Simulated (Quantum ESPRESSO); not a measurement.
# Dipole at the next field: H-SiC-F chair, 1 layer

Method. Quantum ESPRESSO 7.5, PBE, GBRV ultrasoft; sawtooth field along the normal with dipole correction, ions clamped, threshold 1e-9 Ry; cell area 8.640 Å².

| field (V/Å) | dipole (e Å a cell) |
| --- | --- |
| 0 | 0.11580 |
| 0.1 | 0.13297 |
| 0.2 | 0.15011 |

One more run was made and is withheld. What is the dipole at 0.3 V/Å, and what electrostatic thickness 4πα/A follows from the rows?

By hand: The slope is (0.15011 − (0.11580))/0.2 = 0.1715 e Å²/V, so 4πα/A = 180.95 × 0.1715/8.640 = 3.59 Å. Linear response gives p = 0.11580 + 0.1715 × (0.3) = 0.16726 e Å; a parabola through the three rows gives 0.16722.

**The withheld run.** p = 0.16718 e Å. The line misses by 0.2 % of the induced dipole and the parabola by 0.1 %. The response is linear over this range.

Caveats: Electrons alone respond; local and semilocal functionals tend to overscreen.
